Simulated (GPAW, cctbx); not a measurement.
# How far are the atoms of SrBi2Ru2 from free atoms?

Question: by how much does bonding change the X-ray structure factors of SrBi2Ru2, how firmly does DFT give the change, and what does a routine refinement make of it?

The cell comes from substitution in a known structure type and wasn't matched to any measured phase. All numbers below are calculated.

**1. Find the equilibrium geometry**

The density hangs on the geometry, so cell and atoms are relaxed first, with the symmetry held. The cutoff is set higher than for the density because stress converges slowly with plane waves.

Settings: GPAW 26.7.0, PBE, 570 eV, 5×5×5 k-points, Fermi–Dirac width 0.1 eV, BFGS to 0.03 eV/Å.

```text
cell
1.0
     0.000000000   -4.458000000    0.000000000
     4.458000000    0.000000000    0.000000000
    -2.229000000    2.229000000    6.099000000
Bi Ru Sr
2 2 1
Direct
0.355800000 0.355800000 0.711600000
0.644200000 0.644200000 0.288400000
0.750000000 0.250000000 0.500000000
0.250000000 0.750000000 0.500000000
0.000000000 0.000000000 0.000000000
```

```console
$ OMP_NUM_THREADS=1 mpirun -n 4 gpaw python run.py > gpaw.log
```

```text
BFGS:    0      -29.818744        2.315511
BFGS:    1      -30.013259        1.605583
BFGS:    2      -30.212024        0.199085
BFGS:    3      -30.215208        0.106616
...
BFGS:   11      -30.226335        0.124966
BFGS:   12      -30.227333        0.082468
BFGS:   13      -30.227748        0.023205
cell  4.5862 4.5862 6.8219  109.64 109.64 90.00
volume 126.237 A^3, largest force 0.024 eV/A, largest stress 0.11 GPa
```

After 13 steps the volume has changed by +4.1 % and the energy by -0.409 eV; the largest stress left is 0.11 GPa. It took 13 min on 4 cores of Arm Neoverse N1 (shared host), peak memory 1.5 GiB.

Relaxed structure: I4/mmm (no. 139), a = 4.5862 Å, b = 4.5862 Å, c = 12.0036 Å, α = 90.00°, β = 90.00°, γ = 90.00°.

```csv
atom,mult.,x,y,z
Bi1,4,0,0,0.3644
Ru1,4,0,1/2,1/4
Sr1,2,0,0,0
```

**2. The all-electron density**

X-rays see the whole electron density, so the PAW density is rebuilt with its core regions. Subtracting spherical free atoms from the same code cancels the cores and leaves the deformation density Δρ, the part due to bonding.

Settings: PBE, 450 eV, 6×6×6 k-points, Fermi–Dirac width 0.1 eV; primitive cell of 5 atoms.

```console
$ OMP_NUM_THREADS=1 mpirun -n 4 gpaw python run.py > gpaw.log
```

```text
|iter:   1|       0s |  -30.545154 | +0.21 |       |
|iter:   2|       7s |  -30.598620 | -1.53 | -1.39 |
|iter:   3|      15s |  -41.463661 | -0.31 | -1.42 |
...
|iter:  11|      80s |  -30.109602c| -6.76 | -4.46c|
|iter:  12|      88s |  -30.109603c| -7.22 | -4.99c|
|iter:  13|      92s |  -30.109604c| -8.12c| -5.33c|
```

```text
gpts.py:43: UserWarning: Initial realspace grid (24,24,35) inconsistent with symmetries.
gpts.py:43: UserWarning: Initial realspace grid (24,24,35) inconsistent with symmetries.
gpts.py:43: UserWarning: Initial realspace grid (24,24,35) inconsistent with symmetries.
gpts.py:43: UserWarning: Initial realspace grid (24,24,35) inconsistent with symmetries.
gpts.py:70: UserWarning: Using symmetrized grid: (35,35,35).
gpts.py:70: UserWarning: Using symmetrized grid: (35,35,35).
gpts.py:70: UserWarning: Using symmetrized grid: (35,35,35).
gpts.py:70: UserWarning: Using symmetrized grid: (35,35,35).
grid (70, 70, 70)  electrons 292.000  moved by bonding 1.108 e
deformation density beyond 0.5 A of the nuclei: max 0.105, min -0.365 e/A^3
atom        x       y       z   Voronoi charge  moment
Bi1    0.3644  0.3644  0.7288      0.015       0.00
Bi2    0.6356  0.6356  0.2712      0.015       0.00
Ru3    0.7500  0.2500  0.5000     -0.157       0.00
Ru4    0.2500  0.7500  0.5000     -0.157       0.00
Sr5    0.0000  0.0000  0.0000      0.284       0.00
mean inner potential of superposed free atoms 21.960 V
total magnetic moment 0.000 muB
```

Deformation density in a plane through the shortest contact of the Bi atom at the origin, in 0.01 e/Å³ (clipped at ±99); x from -1.6 to 4.3 Å, y from 2.4 down to -2.4 Å:

```text
  .   .   .   2   0   0   0  -1  -2  -2  -1  -1  -1  -1  -1  -2
-12   .   7   2   1   0   0  -1  -1  -1   0   0   0   0  -1  -1
  0   3   6   4   2   0  -1  -1   0   0   1   1   1   1   0  -1
  2   4   7   5  -1  -3  -2  -1   0   0   0   1   2   2   1   0
  2   4   3  -1  -5  -6  -6   0   2   0   1   1   0   1   1   0
  1   1  -1  -4   .  -3  -5   1   5   4  10   .  -6   0   1   0
  0  -1   0   .   .   .  -4   3   7   6   .   .   .   3   0   0
  0   0   0  -3   .  -4  -2   3   6   3 -10   .   6   2   1   0
  0   1   0  -1   0   0  -1   2   3   1   0   3   6   5   2   0
  1   2   2   1   0   0   0   1   2   2   2   5   7   4  -1  -4
  0   1   2   2   1   0   0   0   1   1   2   3   2  -2  -5  -6
 -1  -1   0   1   0  -1  -1  -1  -1   0   1   1  -1  -3   .  -2
  .  -3   0   0   0  -1  -1  -2  -1  -1   0   0   0   .   .   .
```

Atoms in or within 0.15 Å of the plane: Bi (3.9, -2.4), Bi (0.0, 0.0), Ru (2.7, 0.0), Ru (-1.3, 2.4) Å. Dots mark points within about 0.45 Å of a nucleus; large values next to them are atomic features.

Ru gains most (-0.16 e) and Sr loses most (+0.28 e), as electronegativity suggests. Along the shortest contact from the Bi atom at the map's origin, Bi–Ru at 2.67 Å, Δρ is +0.07 e/Å³ at the midpoint and highest, +0.07, 1.48 Å from Bi (points within 0.5 Å of a nucleus left out): a modest build-up. At the midpoints of other shortest contacts it is +0.04 (Ru–Ru, 3.24 Å) and +0.02 (Bi–Bi, 3.26 Å) e/Å³. Point values carry grid noise of about 0.01 e/Å³. The run needed 13 iterations, 2.1 min.

**3. Structure factors**

The Fourier components of Δρ, added to those of the free atoms, give the static X-ray structure factors; the Mott–Bethe relation turns them into the Fourier components V of the potential that fast electrons feel.

```text
static structure factors of the conventional cell: F in electrons, V (Mott-Bethe) in volts
   h  k  l      d  |F| table  |F| free   |F| DFT   change   |V| free  |V| DFT  change %
   0  0  2  6.0018   138.384   138.224   138.936    0.712     3.892    3.426    -12.0
   1  0  1  4.2842   135.773   135.512   135.502   -0.010     2.356    2.360      0.1
   1  1  0  3.2429   209.132   209.201   209.105   -0.096     4.353    4.371      0.4
   1  0  3  3.0150   306.479   306.369   306.283   -0.086     7.655    7.669      0.2
   0  0  4  3.0009    70.673    70.729    71.349    0.620     0.406    0.508     24.9
   1  1  2  2.8531   169.684   169.482   169.466   -0.016     5.666    5.668      0.0
   2  0  0  2.2931   469.719   469.411   468.712   -0.700    10.939   11.006      0.6
   1  1  4  2.2026   339.095   338.885   337.982   -0.903     7.165    7.245      1.1
   2  0  2  2.1421   111.732   111.605   110.925   -0.679     2.713    2.770      2.1
   1  0  5  2.1269   174.660   174.598   174.518   -0.080     3.806    3.812      0.2
   2  1  1  2.0217   118.932   118.912   118.701   -0.211     1.757    1.772      0.9
   0  0  6  2.0006    29.549    29.613    30.287    0.673     0.016    0.065        -
   2  1  3  1.8252   268.403   268.366   268.061   -0.305     5.104    5.122      0.4
   2  0  4  1.8220    70.026    70.041    70.295    0.254     0.108    0.124     14.1
```

The largest X-ray change is -0.90 e on 114, 0.3 % of |F|. For electrons V goes as (Z − F)/g², so a change of F counts against Z − F, which is small at low angle and wherever the atoms' terms cancel: |V| of 004 moves by +24.9 % (0.41 to 0.51 V) against +0.9 % in |F|. The last three rows still change by up to 0.67 e; the table stops while the angles are still low. The tabulated Hartree–Fock atoms differ from the free DFT atoms by up to 0.31 e, so the choice of reference atom matters too.

**4. How cheap can the run be?**

Cutoff and k-mesh: one is changed at a time, to find what the result needs.

| run | ΔF 114 (e) | ΔF 002 (e) | ΔF 200 (e) | q(Ru) (e) | moved (e) | time |
| --- | --- | --- | --- | --- | --- | --- |
| 450 eV 6×6×6 | -0.903 | +0.712 | -0.700 | -0.157 | 1.108 | 2.1 min |
| 250 eV 6×6×6 | -0.967 | +0.689 | -0.772 | -0.149 | 1.133 | 46 s |
| 350 eV 6×6×6 | -0.919 | +0.710 | -0.715 | -0.153 | 1.051 | 84 s |
| 750 eV 6×6×6 | -0.906 | +0.714 | -0.696 | -0.156 | 1.079 | 4.7 min |
| 450 eV 2×2×2 | -0.887 | +0.710 | -0.730 | -0.156 | 1.142 | 50 s |
| 450 eV 3×3×3 | -0.899 | +0.703 | -0.696 | -0.156 | 1.106 | 68 s |

Within 0.02 e of the base on all three: 450 eV 3×3×3, 350 eV 6×6×6 and 750 eV 6×6×6; the cheapest takes 0.53 of the base's time. The largest error, 0.072 e, comes with 250 eV 6×6×6. Times are from shared hosts.

**5. Refining ordinary atoms against data with bonding**

Routine crystallography fits spherical atoms. To see the bias, intensities are simulated from tabulated atoms plus the DFT change ΔF, so that bonding alone can misfit (5770 reflections of the full sphere, merged to the counts below, to 0.45 Å, 1.5 % proportional noise plus counting noise, assumed isotropic U as listed, Δρ smeared by the mean U) and refined with cctbx over different ranges.

| range | data | R1 | GooF | U Bi1 (true 0.0026) | U Ru1 (true 0.0034) | U Sr1 (true 0.0036) | largest shift (Å) | Δρ max, min (e/Å³) |
| --- | --- | --- | --- | --- | --- | --- | --- | --- |
| all data | 471 | 0.0034 | 0.96 | 0.0026 | 0.0034 | 0.0036 | 0.0000 | 0.59, -0.60 |
| low resolution, d > 0.84 | 89 | 0.0034 | 1.07 | 0.0025 | 0.0033 | 0.0036 | 0.0001 | 0.39, -0.21 |
| high order, d < 0.75 | 350 | 0.0033 | 0.90 | 0.0026 | 0.0034 | 0.0036 | 0.0000 | 0.43, -0.49 |
| occupancies free, d > 0.7 | 145 | 0.0035 | 1.06 | 0.0026 | 0.0034 | 0.0035 | 0.0000 | 0.34, -0.27 |

With all data GooF is 0.96, so at this noise the bonding hardly shows; the top residual peak lies 1.63 Å from Bi and 1.63 Å from Bi, between them. No U is off by more than 3 s.u. at low resolution. With Bi1 held at 1 and the scale free, the other occupancies refine to Ru1 1.000(0.001) and Sr1 0.997(0.002), within three s.u. of full.

**6. Answer**

Bonding moves 1.11 e in the primitive cell of SrBi2Ru2 and changes the structure factors of the conventional cell in the table above by at most 0.90 e (114, 0.3 %), and among reflections above 2 % of the strongest by up to 2.3 % (006). The shortest bond, Bi–Ru, has Δρ = +0.07 e/Å³ at its midpoint. Within 0.02 e of the base on all three: 450 eV 3×3×3, 350 eV 6×6×6 and 750 eV 6×6×6; the cheapest takes 0.53 of the base's time. The largest error, 0.072 e, comes with 250 eV 6×6×6. With all data GooF is 0.96, so at this noise the bonding hardly shows. Limits: static density, frozen cores, no spin–orbit coupling.

[Outputs are excerpts: Python notices, other lines and further rows are left out; steps that failed or that the build refused (PBEsol, TPSS) are not shown.]

[Logs are printed without paths, hosts, clocks, repeated set-up lines and the standing remarks that a program may print on its own settings, such as how far it seeks lower states.]
